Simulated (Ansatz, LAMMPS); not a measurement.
# Glassy 63ZnO-37GeO2 (mol %) (102 atoms): where an added charge goes, part 3 of 4

Does an extra electron or hole in glassy 63ZnO-37GeO2 (mol %) (102 atoms) stay spread out, or do the atoms trap it?

Ansatz 0.2.0; Kohn-Sham DFT, PBE, PAW (set soft_1), plane waves; PAW set soft_1.

The cell: 27 Zn, 16 Ge and 59 O. The quench rate of 50 K/ps far exceeds what a furnace or splat quench reaches. The network of bonds at the start is that of the classical potential that made the cell. The Brillouin zone is sampled at Γ only, in a cell whose shortest periodic width is 11 Å.

So far. Step 6 (An extra electron, atoms relaxed): The relaxation converged after 3 steps, 0.0116 eV below its start, with a largest force component of 0.022 eV/Å. Step 6 (An extra electron, atoms relaxed): An extra electron, atoms relaxed: the energy stands 6.44 eV above that of the reference. An odd electron should give 1 μB; this run ended with the carrier shared between both spins.

## 7. An extra electron, levels at the relaxed geometry

A single point at the new geometry gives levels and spin density.

input.yaml reads:

```yaml
crystal:
  lattice:
    - [11.17787, 0.0, 0.0]
    - [0.0, 11.17787, 0.0]
    - [0.0, 0.0, 11.17787]
  atoms:
    - { symbol: Zn, position: [0.41526, 0.3126, 0.25044] }
    - { symbol: Zn, position: [0.50792, 0.79793, 0.32741] }
    - { symbol: Zn, position: [0.71938, 0.48705, 0.05799] }
    - { symbol: Zn, position: [0.812, 0.078, 0.48912] }
    - { symbol: Zn, position: [0.40871, 0.17769, 0.49357] }
    - { symbol: Zn, position: [0.48871, 0.31572, 0.99359] }
    [... 90 atom lines left out ...]
    - { symbol: O, position: [0.84463, 0.07084, 0.85672] }
    - { symbol: O, position: [0.42413, 0.4905, 0.26774] }
    - { symbol: O, position: [0.44897, 0.05258, 0.59502] }
    - { symbol: O, position: [0.9657, 0.78385, 0.54996] }
    - { symbol: O, position: [0.22883, 0.72008, 0.62777] }
    - { symbol: O, position: [0.75417, 0.65509, 0.64621] }
total_charge: -1
kpoints:
  mp_grid: { grid: [1, 1, 1] }
hamiltonian:
  xc: pbe
  pseudopotentials: { kind: paw, azcp: { folder: soft_1 } }
scf:
  occupations: { method: fermi_dirac, width: 0.01 }
  lower_state_search: "off"
output:
  forces: true
  stress: true
  populations: true
  dos:
    method: { smearing: { sigma: 0.15 } }
    de: 0.1
    projected: { site_lists: { Ge: [Ge], O: [O], Zn: [Zn] } }
  eigenvalues: true
  write_density: true
  write_potential: true
  volumetric_format: npy
magnetization:
  spin_polarized: true
  initial_magnetization: 1
```

On the command line:

```
> ansatz run input.yaml --threads 4 --pin off --max-ram 8192MiB --backend cpu --events-out ev --progress --plain --runs-dir out
```

The log of the run:

```text
[...]
Crystal: 102 atoms, lattice volume = 1396.616 Å³
Basis set: ecut = 420 eV, 27201 PW (Γ), exchange–correlation on 150×150×150 points (8 copies of the dense FFT grid, shifted against one another)
Bands: 554, of which v1, the nominal top of the filled ones, is band 452 counted from 1 (451 counted from 0)
Symmetry: 1 space group operations
[...]
k-points: 1
[...]
Starting moments: Σ|m| = 1 μB on 102 of 102 sites
[...]
SCF iter   1: F=—  HF=-191830.914618 eV  |F-HF|=—  |Δ(HF+E_count)|=         —  Δρ=5.01e-2 (↑4.86e-2 ↓5.01e-2)  dr2=9.44e1  dr2_m=1.13e-2  M=1.000 μB ∫|m|=1.019 μB  β_m=1.00  ethr=3.10e-3  ⟨swp⟩=6.0  Hψ=4600  notcnv=0  defer=2
[...]
SCF iter  19: F=-191803.134462 eV  HF=-191803.134462 eV  |F-HF|=4.42e-9  |Δ(HF+E_count)|=   5.36e-8  Δρ=6.01e-7 (↑6.01e-7 ↓5.09e-7)  dr2=1.62e-8  dr2_m=2.32e-10  M=0.000 μB ∫|m|=0.001 μB  ethr=7.47e-12  ⟨swp⟩=6.0  Hψ=6523  notcnv=0
[...]
SCF 1 converged in 19 iterations: F = -191803.134462 eV  dr2 = 1.62e-8
[...]
SCF converged after 19 iterations
Magnetization: 0.0005 μB (451.5002 up, 451.4998 down)
Absolute magnetization: 0.0005 μB (∫|ρ↑−ρ↓|, with the PAW one-centre terms)
[...]
Per-site moments (μB) at R_I (Å): [(3.916638e-7, 0.788001), (7.865497e-7, 0.775263), (7.606549e-7, 0.798942), (1.324028e-6, 0.758888), (7.080703e-7, 0.765536), [...]
Free energy (F): -191803.134462 eV
[...]
Internal energy: -191803.120599 eV  (E = F + TS)
E sigma→0 (E₀):  -191803.127531 eV
Entropy (-TS):   -0.013863 eV (-0.136 meV/atom)
Fermi energy:    6.436925 eV
[...]
--- Forces (eV/Å), atoms counted from 1 ---
  atom   1  Zn    -0.00224369     0.00095450    -0.00078440
  atom   2  Zn     0.01505377     0.00628700    -0.00071744
  atom   3  Zn     0.00175077     0.00474824    -0.00136153
  atom   4  Zn     0.00776228    -0.01046404     0.00090124
  atom   5  Zn     0.00566324     0.01203040     0.00119975
  atom   6  Zn     0.00092166    -0.00216816     0.00349319
  atom   7  Zn    -0.00168600    -0.00006670     0.00038172
  atom   8  Zn     0.00854322    -0.00528058    -0.00280608
  atom   9  Zn     0.00993465     0.00470470    -0.00499681
  atom  10  Zn    -0.00478320     0.00874228    -0.01035723
  atom  11  Zn     0.00246212     0.00300732    -0.00378935
  atom  12  Zn    -0.01963844     0.00540136     0.00419319
  atom  13  Zn    -0.01011730     0.01526433    -0.00416877
  atom  14  Zn    -0.00009434    -0.00017537    -0.00625407
[...]
atom 101  O      0.00788730    -0.00267788    -0.00136298
  atom 102  O      0.00484373    -0.00377640    -0.00091319
  max |Σ_I F_I| component: 3.05e-5 eV/Å
--- Stress (GPa, compression-positive) ---
       -0.247403      -0.185597       0.249817
       -0.185597       0.910337       0.099764
        0.249817       0.099764       1.561802
  P = ⅓ Tr σ = 0.7416 GPa (7.416 kbar)
--- Band table (eV) ---
[...]
--- Löwdin populations: 102 sites ---
  site symbol       q [e]    m [muB]
     0     Zn     10.5655     0.0000
     1     Zn     10.5295     0.0000
     2     Zn     10.5204     0.0000
[...]
101      O      7.2547     0.0000
  spilling = 0.007463 (of n_electrons = 903.000000)
```

Wall time 2.1 min (4 threads of Intel Xeon Platinum 8488C (Sapphire Rapids), shared host); peak memory 3.9 GiB; 7.9 min of CPU time.

An extra electron, levels at the relaxed geometry: the energy stands 6.44 eV above that of the reference. An odd electron should give 1 μB; this run ended with the carrier shared between both spins.

The levels nearest the highest filled one (over half full), pooled over k-points and spins:

| level less the highest filled one (eV) | occupation |
| --- | --- |
| -1.06 | 1 |
| -1.06 | 1 |
| 0 | 0.5 |
| 0 | 0.5 |
| 1.86 | 0 |
| 1.86 | 0 |
| 1.95 | 0 |
| 1.95 | 0 |

## 8. Neutral at the geometry of the electron

The neutral cell at the new geometry gives the energy of that geometry without the charge.

input.yaml, the sections that differ from step 7:

```yaml
crystal:
  lattice:
    - [11.17787, 0.0, 0.0]
    - [0.0, 11.17787, 0.0]
    - [0.0, 0.0, 11.17787]
  atoms:
    [... the 102 atom lines of step 7 ...]
scf:
  occupations: { method: fixed }
output:
  forces: true
  stress: true
  populations: true
  dos:
    method: { smearing: { sigma: 0.15 } }
    de: 0.1
    projected: { site_lists: { Ge: [Ge], O: [O], Zn: [Zn] } }
  eigenvalues: true
# kpoints, hamiltonian: as in step 7
# total_charge: removed
# magnetization: removed
```

The log of the run:

```text
[...]
Crystal: 102 atoms, lattice volume = 1396.616 Å³
Basis set: ecut = 420 eV, 27201 PW (Γ), exchange–correlation on 150×150×150 points (8 copies of the dense FFT grid, shifted against one another)
Bands: 553, of which v1, the nominal top of the filled ones, is band 451 counted from 1 (450 counted from 0)
Symmetry: 1 space group operations
[...]
k-points: 1
[...]
SCF iter   1: F=—  HF=-191840.096487 eV  |F-HF|=—  |Δ(HF+E_count)|=         —  Δρ=1.03e-1  dr2=1.00e2  ethr=3.10e-3  ⟨swp⟩=5.0  Hψ=1928  notcnv=0  defer=98
[...]
SCF iter  13: F=—  HF=-191809.561056 eV  |F-HF|=—  |Δ(HF+E_count)|=   1.80e-6  Δρ=7.46e-6  dr2=5.47e-7  ethr=2.57e-10  ⟨swp⟩=2.0  Hψ=849  notcnv=0  defer=95
SCF iter  14: F=-191809.561056 eV  HF=-191809.561056 eV  |F-HF|=6.49e-8  |Δ(HF+E_count)|=   1.68e-7  Δρ=2.09e-6  dr2=7.34e-8  ethr=1.11e-11  ⟨swp⟩=11.0  Hψ=3078  notcnv=0
SCF 1 converged in 14 iterations: F = -191809.561056 eV  dr2 = 7.34e-8
[...]
SCF converged after 14 iterations
Free energy (F): -191809.561056 eV
[...]
Internal energy: -191809.561056 eV  (E = F + TS)
E sigma→0 (E₀):  -191809.561056 eV
Fermi energy:    5.410005 eV
[...]
Σ components = -191809.561056   (vs F -191809.561056, Δ=0.00e0)
--- Forces (eV/Å), atoms counted from 1 ---
  atom   1  Zn     0.02084278     0.00369400    -0.03156669
  atom   2  Zn     0.01810265    -0.00043850    -0.01688589
  atom   3  Zn    -0.02083508    -0.00302581     0.00809260
  atom   4  Zn     0.01458276     0.00492893    -0.01630154
[...]
atom 102  O     -0.01213672     0.01347184    -0.01721714
  max |Σ_I F_I| component: 4.87e-5 eV/Å
--- Stress (GPa, compression-positive) ---
       -0.720368      -0.168565       0.307364
       -0.168565       0.418563       0.104219
        0.307364       0.104219       1.132292
  P = ⅓ Tr σ = 0.2768 GPa (2.768 kbar)
--- Band table (eV) ---
[...]
--- Löwdin populations: 102 sites ---
  site symbol       q [e]
     0     Zn     10.5571
     1     Zn     10.5133
     2     Zn     10.5080
[...]
101      O      7.2497
  spilling = 0.007427 (of n_electrons = 902.000000)
```

Wall time 56 s (4 threads); peak memory 2.3 GiB; 3.3 min of CPU time.

Neutral at the geometry of the electron: the energy stands 0.00981 eV above that of the reference.

## 9. An extra hole, atoms held

The electron count changes by one with the atoms held: a vertical process, on a uniform background, with spin and a narrow Fermi–Dirac smearing. Its energy against the neutral cell hangs on the program's zero of potential.

input.yaml: that of step 8 with these lines changed.

```diff
@@ -6,3 +6,4 @@
   atoms:
-    [... the 102 atom lines of step 7 ...]
+    [... the 102 atom lines of step 4 ...]
+total_charge: 1
 kpoints:
@@ -13,3 +14,4 @@
 scf:
-  occupations: { method: fixed }
+  occupations: { method: fermi_dirac, width: 0.01 }
+  lower_state_search: "off"
 output:
@@ -23 +25,7 @@
   eigenvalues: true
+  write_density: true
+  write_potential: true
+  volumetric_format: npy
+magnetization:
+  spin_polarized: true
+  initial_magnetization: 1
```

The log of the run:

```text
[...]
Crystal: 102 atoms, lattice volume = 1396.616 Å³
Basis set: ecut = 420 eV, 27201 PW (Γ), exchange–correlation on 150×150×150 points (8 copies of the dense FFT grid, shifted against one another)
Bands: 553, of which v1, the nominal top of the filled ones, is band 451 counted from 1 (450 counted from 0)
Symmetry: 1 space group operations
[...]
k-points: 1
[...]
Starting moments: Σ|m| = 1 μB on 102 of 102 sites
[...]
SCF iter   1: F=—  HF=-191848.215481 eV  |F-HF|=—  |Δ(HF+E_count)|=         —  Δρ=5.50e-2 (↑5.28e-2 ↓5.50e-2)  dr2=1.14e2  dr2_m=5.13e-1  M=1.000 μB ∫|m|=1.082 μB  β_m=1.00  ethr=3.10e-3  ⟨swp⟩=6.0  Hψ=4584  notcnv=0  defer=4
[...]
SCF iter   2: F=—  HF=-191824.130982 eV  |F-HF|=—  |Δ(HF+E_count)|=         —  Δρ=3.15e-2 (↑2.95e-2 ↓3.15e-2)  dr2=4.08e1  dr2_m=4.14e-1  M=0.204 μB ∫|m|=0.395 μB  β_m=0.30  ethr=3.10e-3  ⟨swp⟩=2.0  Hψ=1903  notcnv=0  defer=190
[...]
spin=Collinear: Kerker preconditioning applied to the charge; magnetization (m = ρ↑ − ρ↓) channel mixes plain (no charge-response kernel on spin).
SCF iter   3: F=—  HF=-191819.680165 eV  |F-HF|=—  |Δ(HF+E_count)|=    4.45e0  Δρ=2.11e-2 (↑2.00e-2 ↓2.11e-2)  dr2=2.16e1  dr2_m=2.00e-1  M=0.341 μB ∫|m|=0.491 μB  β_m=0.30  ethr=3.10e-3  ⟨swp⟩=2.0  Hψ=1283  notcnv=0  defer=190
SCF iter   4: F=—  HF=-191816.262918 eV  |F-HF|=—  |Δ(HF+E_count)|=    3.42e0  Δρ=1.15e-2 (↑1.08e-2 ↓1.15e-2)  dr2=1.04e1  dr2_m=7.67e-2  M=0.534 μB ∫|m|=0.641 μB  β_m=0.30  ethr=2.39e-3  ⟨swp⟩=2.0  Hψ=1556  notcnv=0  defer=190
[...]
SCF iter  16: F=—  HF=-191814.751096 eV  |F-HF|=—  |Δ(HF+E_count)|=   2.02e-2  Δρ=2.97e-3 (↑1.17e-3 ↓2.97e-3)  dr2=1.40e-1  dr2_m=3.89e-2  M=0.953 μB ∫|m|=1.080 μB  β_m=0.30  ethr=1.43e-5  ⟨swp⟩=2.0  Hψ=1265  notcnv=0  defer=190
[...]
spin-set hold released at iteration 16 (site moments' squared step at or under half its running peak, from the soft ceiling on): the magnetisation degrees of freedom join the quasi-Newton model from the next iteration; the mixer history was flushed
SCF iter  17: F=—  HF=-191814.761731 eV  |F-HF|=—  |Δ(HF+E_count)|=   1.06e-2  Δρ=1.53e-3 (↑1.04e-3 ↓1.53e-3)  dr2=1.03e-1  dr2_m=7.03e-3  M=0.997 μB ∫|m|=1.115 μB  β_m=0.28  ethr=1.43e-5  ⟨swp⟩=2.0  Hψ=1564  notcnv=0  defer=190
SCF iter  18: F=—  HF=-191814.763390 eV  |F-HF|=—  |Δ(HF+E_count)|=   1.66e-3  Δρ=2.97e-3 (↑7.81e-4 ↓2.97e-3)  dr2=1.57e-1  dr2_m=4.05e-2  M=0.996 μB ∫|m|=1.128 μB  β_m=0.27  ethr=1.15e-5  ⟨swp⟩=2.0  Hψ=1105  notcnv=0  defer=190
[...]
SCF iter  45: F=-191814.768192 eV  HF=-191814.768192 eV  |F-HF|=1.21e-8  |Δ(HF+E_count)|=  2.04e-10  Δρ=7.52e-7 (↑1.32e-7 ↓7.52e-7)  dr2=1.37e-8  dr2_m=1.58e-9  M=1.000 μB ∫|m|=1.134 μB  β_m=0.67  ethr=1.94e-12  ⟨swp⟩=6.0  Hψ=5189  notcnv=0
SCF iter  46: F=-191814.768192 eV  HF=-191814.768192 eV  |F-HF|=4.48e-9  |Δ(HF+E_count)|=  4.66e-10  Δρ=4.50e-7 (↑8.01e-8 ↓4.50e-7)  dr2=5.44e-9  dr2_m=5.94e-10  M=1.000 μB ∫|m|=1.134 μB  ethr=1.52e-12  ⟨swp⟩=5.5  Hψ=5161  notcnv=0
SCF 1 converged in 46 iterations: F = -191814.768192 eV  dr2 = 5.44e-9
[...]
SCF converged after 46 iterations
Magnetization: 0.9999 μB (451.0000 up, 450.0000 down)
Absolute magnetization: 1.1360 μB (∫|ρ↑−ρ↓|, with the PAW one-centre terms)
[...]
Per-site moments (μB) at R_I (Å): [(0.021221, 0.787681), (0.000672199, 0.774872), (0.033702, 0.798726), (0.00318347, 0.757784), (0.00629977, 0.764752), [...]
Free energy (F): -191814.768192 eV
[...]
Internal energy: -191814.753950 eV  (E = F + TS)
E sigma→0 (E₀):  -191814.761071 eV
Entropy (-TS):   -0.014242 eV (-0.140 meV/atom)
Fermi energy:    5.073731 eV
[...]
Σ components = -191814.768192   (vs F -191814.768192, Δ=0.00e0)
--- Forces (eV/Å), atoms counted from 1 ---
  atom   1  Zn    -0.11795535    -0.08845184     0.17144623
  atom   2  Zn    -0.05717238     0.06005986     0.06509020
  atom   3  Zn     0.15948995     0.00357510    -0.06408734
  atom   4  Zn    -0.00503072     0.03444604     0.08793551
[...]
atom 102  O      0.09986235    -0.04447500    -0.02055147
  max |Σ_I F_I| component: 2.77e-5 eV/Å
--- Stress (GPa, compression-positive) ---
       -0.533405      -0.144430       0.323375
       -0.144430       0.728756       0.078278
        0.323375       0.078278       1.349010
  P = ⅓ Tr σ = 0.5148 GPa (5.148 kbar)
--- Band table (eV) ---
[...]
--- Löwdin populations: 102 sites ---
  site symbol       q [e]    m [muB]
     0     Zn     10.5396     0.0116
     1     Zn     10.5092     0.0003
     2     Zn     10.4859     0.0208
[...]
101      O      7.2117     0.0773
  spilling = 0.007351 (of n_electrons = 901.000000)
```

Elapsed: 3.4 min, on 4 threads; peak memory 3.9 GiB; 13 min of CPU time.

An extra hole, atoms held: the energy stands 5.20 eV below that of the reference, with a moment of 1.00 μB.

The levels nearest the highest filled one (over half full), pooled over k-points and spins:

| level less the highest filled one (eV) | occupation |
| --- | --- |
| -0.0932 | 1 |
| -0.0816 | 1 |
| -0.0238 | 0.961 |
| 0 | 0.695 |
| 0.0147 | 0.344 |
| 1.41 | 0 |
| 1.42 | 0 |
| 3.32 | 0 |

Spin density in the ab plane at fractional z = 0.590, with atoms of Zn and Ge and O within 0.2 Å of it.

Ten even steps from '0' (-0.11 × 1e-2 e/Å³) to '9' (3.86 × 1e-2 e/Å³), each cell a mean:
```
0000000000000000000001210000000
0000000000000000000001000000000
0000000000000000000000000000000
0000000000000000000000000000000
0000000000000000000000000000121
0000000000000000000000000000397
0000000000000000001100011000132
0000000000000000001000156200000
0000000000000000000000045100110
0000000000000000000000000002630
0000000000000000000000000000100
0000000000000000000000000000000
0000000000000000000000000000000
0000000000000000000000000000000
0000000000000000000000000000000
0000000000000000000000000000000
0000000000000000000000000000000
0000000000000000000000000000000
0000000000000000000000000000000
0000000000000000000000000000000
0000000000000000000000000000000
0000000000000132000000000000000
0000000000000252000000000000000
0000000000000210000000110000000
```
Columns run along a (11.2 Å), rows up along b (11.2 Å). Atoms in or near the plane, at fractional coordinates: Zn at (0.92, 0.60), Zn at (0.60, 0.71), Ge at (0.54, 0.44), Ge at (0.91, 0.29), Ge at (0.14, 0.11), O at (0.99, 0.15), O at (0.71, 0.97), O at (0.40, 0.36), O at (0.45, 0.05).

## 10. An extra hole, atoms relaxed

The atoms now respond to the charge; the energy gained comes from screening by the atoms, from trapping if the charge localises, and from any strain left in the reference.

input.yaml, the sections that differ from step 9:

```yaml
output:
  forces: true
relax:
  f_tol: 0.05
  max_steps: 90
# crystal, total_charge, kpoints, hamiltonian, scf, magnetization: as in step 9
```

The log of the run:

```text
[...]
Crystal: 102 atoms, lattice volume = 1396.616 Å³
Basis set: ecut = 420 eV, 27201 PW (Γ), exchange–correlation on 150×150×150 points (8 copies of the dense FFT grid, shifted against one another)
Bands: 553, of which v1, the nominal top of the filled ones, is band 451 counted from 1 (450 counted from 0)
Symmetry: 1 space group operations
[...]
k-points: 1
[...]
Starting moments: Σ|m| = 1 μB on 102 of 102 sites
[...]
SCF iter   1: F=—  HF=-191848.215480 eV  |F-HF|=—  |Δ(HF+E_count)|=         —  Δρ=5.50e-2 (↑5.28e-2 ↓5.50e-2)  dr2=1.14e2  dr2_m=5.13e-1  M=1.000 μB ∫|m|=1.082 μB  β_m=1.00  ethr=3.10e-3  ⟨swp⟩=6.0  Hψ=4584  notcnv=0  defer=4
[...]
SCF iter   4: F=—  HF=-191816.262892 eV  |F-HF|=—  |Δ(HF+E_count)|=    3.42e0  Δρ=1.15e-2 (↑1.08e-2 ↓1.15e-2)  dr2=1.04e1  dr2_m=7.67e-2  M=0.534 μB ∫|m|=0.641 μB  β_m=0.30  ethr=2.39e-3  ⟨swp⟩=2.0  Hψ=1556  notcnv=0  defer=190
[...]
SCF iter  16: F=—  HF=-191814.751094 eV  |F-HF|=—  |Δ(HF+E_count)|=   2.02e-2  Δρ=2.97e-3 (↑1.17e-3 ↓2.97e-3)  dr2=1.40e-1  dr2_m=3.89e-2  M=0.953 μB ∫|m|=1.080 μB  β_m=0.30  ethr=1.43e-5  ⟨swp⟩=2.0  Hψ=1265  notcnv=0  defer=190
[...]
SCF iter  18: F=—  HF=-191814.763381 eV  |F-HF|=—  |Δ(HF+E_count)|=   1.66e-3  Δρ=2.97e-3 (↑7.81e-4 ↓2.97e-3)  dr2=1.57e-1  dr2_m=4.05e-2  M=0.996 μB ∫|m|=1.128 μB  β_m=0.27  ethr=1.15e-5  ⟨swp⟩=2.0  Hψ=1105  notcnv=0  defer=190
[...]
SCF iter  35: F=-191814.768186 eV  HF=-191814.768193 eV  |F-HF|=6.82e-6  |Δ(HF+E_count)|=   1.51e-6  Δρ=1.75e-5 (↑4.15e-6 ↓1.75e-5)  dr2=7.73e-6  dr2_m=7.80e-7  M=1.000 μB ∫|m|=1.134 μB  β_m=0.51  ethr=4.37e-9  ⟨swp⟩=1.0  Hψ=2030  notcnv=0
SCF iter  36: F=-191814.768189 eV  HF=-191814.768193 eV  |F-HF|=3.37e-6  |Δ(HF+E_count)|=   3.38e-7  Δρ=1.05e-5 (↑1.81e-6 ↓1.05e-5)  dr2=3.90e-6  dr2_m=3.11e-7  M=1.000 μB ∫|m|=1.134 μB  ethr=8.58e-10  ⟨swp⟩=1.0  Hψ=2358  notcnv=0
SCF 1 converged in 36 iterations: F = -191814.768189 eV  dr2 = 3.90e-6
[...]
relax step   1: F+E_penalty+E_count = -191814.76818930 eV  Δ(F+E_penalty+E_count) = +0.000e0 eV  max|allowed force component| = 5.055e-1 eV/Å  Δτ_max = 0.0000 Å  (36 SCF iters, dr2 threshold 6.25e-5 eV, accepted)
[...]
relax step   2: F+E_penalty+E_count = -191814.81722367 eV  Δ(F+E_penalty+E_count) = -4.903e-2 eV  max|allowed force component| = 2.654e-1 eV/Å  Δτ_max = 0.0295 Å  (16 SCF iters, dr2 threshold 1.60e-5 eV, accepted)
[...]
relax step   3: F+E_penalty+E_count = -191814.85146943 eV  Δ(F+E_penalty+E_count) = -3.425e-2 eV  max|allowed force component| = 8.258e-2 eV/Å  Δτ_max = 0.0703 Å  (15 SCF iters, dr2 threshold 4.40e-6 eV, accepted)
[...]
relax step   4: F+E_penalty+E_count = -191814.77685228 eV  Δ(F+E_penalty+E_count) = +7.462e-2 eV  max|allowed force component| = 2.481e-1 eV/Å  Δτ_max = 0.2000 Å  (21 SCF iters, rejected (line search))
[...]
relax step   5: F+E_penalty+E_count = -191814.86006779 eV  Δ(F+E_penalty+E_count) = -8.598e-3 eV  max|allowed force component| = 5.509e-2 eV/Å  Δτ_max = 0.0619 Å  (21 SCF iters, accepted)
[...]
relax step   6: F+E_penalty+E_count = -191814.86107986 eV  Δ(F+E_penalty+E_count) = -1.012e-3 eV  max|allowed force component| = 2.636e-2 eV/Å  Δτ_max = 0.0088 Å  (16 SCF iters, accepted)
SCF converged after 16 iterations
Magnetization: 1.0000 μB (451.0000 up, 450.0000 down)
Absolute magnetization: 1.1331 μB (∫|ρ↑−ρ↓|, with the PAW one-centre terms)
[...]
Per-site moments (μB) at R_I (Å): [(0.035175, 0.782286), (0.000722412, 0.773958), (0.038753, 0.795966), (0.0011149, 0.759187), (0.00578814, 0.763494), [...]
Free energy (F): -191814.861080 eV
[...]
Internal energy: -191814.848456 eV  (E = F + TS)
E sigma→0 (E₀):  -191814.854768 eV
Entropy (-TS):   -0.012624 eV (-0.124 meV/atom)
Fermi energy:    5.212846 eV
[...]
Σ components = -191814.861080   (vs F -191814.861080, Δ=0.00e0)
--- Forces (eV/Å), atoms counted from 1 ---
  atom   1  Zn    -0.00310910     0.00263287     0.00324575
  atom   2  Zn     0.00701428    -0.00467235    -0.00199069
  atom   3  Zn     0.00877113     0.00331277     0.00642949
  atom   4  Zn    -0.00104811     0.00135421     0.00347571
[...]
atom 102  O      0.00205628     0.00338310     0.00367236
  max |Σ_I F_I| component: 1.46e-5 eV/Å
--- Relaxed structure (6 steps of the walk, 5 accepted, 0 SCFs on fresh bases) ---
  F+E_penalty+E_count = -191814.86107986 eV   max|allowed force component| = 2.636e-2 eV/Å
  atoms:
    - { symbol: Zn, position: [0.415386, 0.313683, 0.255720] }
    - { symbol: Zn, position: [0.507933, 0.799548, 0.327665] }
    - { symbol: Zn, position: [0.720652, 0.490720, 0.057512] }
    - { symbol: Zn, position: [0.812839, 0.076498, 0.492046] }
[...]
- { symbol: O, position: [0.754458, 0.653657, 0.645726] }
```

The job ended after 7.8 min (4 threads; peak memory 3.8 GiB).

The relaxation converged after 6 steps, 0.0929 eV below its start, with a largest force component of 0.026 eV/Å.

An extra hole, atoms relaxed: the energy stands 5.29 eV below that of the reference, with a moment of 1.00 μB.

(Part 3 of 4 ends here.)

[Long decimals in the printed logs are rounded to 6 places.]

[Logs are printed without paths, hosts, clocks, repeated set-up lines and the standing remarks that a program may print on its own settings, such as how far it seeks lower states.]

[Hosts, paths, dates, database ids (printed as entryN), source tags and the programs' standing remarks are cut or masked in the printed files.]
